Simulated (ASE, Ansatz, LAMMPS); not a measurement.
## Random bcc alloy of Cr and V (128 atoms): a reference run and its variants

The cell holds 128 atoms: 74 Cr and 54 V. Its edges and angles: a = 11.785 Å, b = 11.785 Å, c = 11.785 Å, α = 90.0°, β = 90.0°, γ = 90.0°. It derives from Cr (bcc) and V, repeated 4×4×4. Bcc Cr, 4 x 4 x 4 conventional cells, 54 of 128 Cr sites given to V at random (x = 0.422), lattice by Vegard's rule (a = 2.946 Å); minimised with a classical potential.

Geometry: as built.

Reference run: Kohn-Sham DFT, PBE, PAW (set soft_2), plane waves (Ansatz 0.2.0), cutoff 420 eV, k-mesh 2×2×2, cold smearing of 0.15 eV, spin polarised, started with 74 parallel moments, ending at 0.0 μB in the cell.

| Property | Result |
| --- | --- |
| r.m.s. force component | 0.2051 eV/Å |
| pressure | -9.348 GPa |
| spacing of highest filled and lowest empty level | 0.0006 eV |
| SCF cycles | 72 |
| time | 41 s on 1 × NVIDIA GB200 with 32 threads of Arm Neoverse V2, shared host |

Q: Estimate how much each variant changes the results, and its time and memory.
- support functions low
- support functions medium
- support functions high

Each row is set against the plane-wave reference (Kohn-Sham DFT, PBE, PAW (set soft_2), plane waves; r.m.s. force component 0.205 eV/Å). Energies are set beside the reference only for runs with its functional, potentials and electron count. Times are for 1 × NVIDIA GB200 with 32 threads of Arm Neoverse V2, shared host. The reference's time includes the DOS, the stress and grids, which some other runs skip.

```csv
run,"Δ force, r.m.s. (meV/Å)",share of r.m.s. force (%),Δ energy (meV/atom),cycles,time,host memory (GiB),planned on the GPU (GiB)
reference,-,-,-,72,41 s,7.3,76
support functions low,0.455,0.222,-2.84,77,1.8 min,1.5,9
support functions medium,0.452,0.220,-2.84,84,2 min,1.5,9
support functions high,0.17,0.0827,-3.05,89,2.7 min,1.6,18
```

Among numerical settings the force difference runs from 0.17 meV/Å (support functions high) to 0.46 meV/Å (support functions low). At 128 atoms the fastest of the runs at a preset level, support functions low, takes roughly 2.6 times the time of plane waves (whose run also made extra analyses, so the like-for-like ratio is larger), in 77 SCF cycles against 72. Differences between support functions and plane waves include what basis error the plane-wave run still has. The run was spin polarised, started with 74 parallel moments, ending at 0.0 μB in the cell; the starting moments vanished.

[Logs are printed without paths, hosts, clocks, repeated set-up lines and the standing remarks that a program may print on its own settings, such as how far it seeks lower states.]

[Hosts, paths, dates, database ids (printed as entryN), source tags and the programs' standing remarks are cut or masked in the printed files.]
